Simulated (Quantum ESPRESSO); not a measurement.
## SiC, zinc blende: band edges under a change of volume

How fast do the gaps move when the cell is scaled evenly?

Calculated with Quantum ESPRESSO 7.5, LDA, GBRV 1.5 ultrasoft potentials, cutoff 680 eV, Fermi–Dirac smearing 0.02 eV, k-mesh 11×11×11, no spin polarisation, no spin-orbit coupling.

Reference cell, relaxed at zero pressure with LDA (F-43m): a = 3.0609 Å, b = 3.0609 Å, c = 3.0609 Å, α = 60.00°, β = 60.00°, γ = 60.00°.

```
atom       x       y       z
  Si  0.0000  0.0000  0.0000
   C  0.7500  0.7500  0.7500
```

Levels are read on the k-mesh and along lines from Γ to X = (0.5, 0, 0.5), L = (0.5, 0.5, 0.5), K = (0.375, 0.375, 0.75) and W = (0.5, 0.25, 0.75) in the reciprocal basis of this cell (the letters only name these points), and count from the highest filled level.

```csv
ln(V/V0),gap (eV),direct gap at Γ (eV),lowest empty at X (eV)
−0.0619,1.246,7.257,1.246
−0.0408,1.266,7.006,1.266
0.0000,1.302,6.523,1.302
0.0198,1.318,6.290,1.318
0.0392,1.334,6.062,1.334
0.0583,1.349,5.840,1.349
```

**Question.** Fit the direct gap at Γ and give it at ln(V/V0) = −0.0202, a row left out above.

A straight line through the 6 rows: the means are 0.002433 for ln(V/V0) and 6.4963 for the level, Σ(Δx)² = 0.01079 and ΣΔxΔy = −0.1273, so the slope is −0.1273/0.01079 = −11.796 and the intercept 6.4963 − (−11.796)(0.002433) = 6.525.

The slope is the volume deformation potential of this gap, −11.80 eV, as a mean over the range. The line gives 6.763 eV. The run itself gives 6.761 eV, so the estimate misses by 0.002 eV; the fitted rows themselves lie up to 0.003 eV off the law.

The gap lies below the direct one at Γ in every row. Semilocal functionals give gaps that are too small, and the error differs from valley to valley, so the order of close valleys can be wrong too.

[Logs are printed without paths, hosts, clocks, repeated set-up lines and the standing remarks that a program may print on its own settings, such as how far it seeks lower states.]
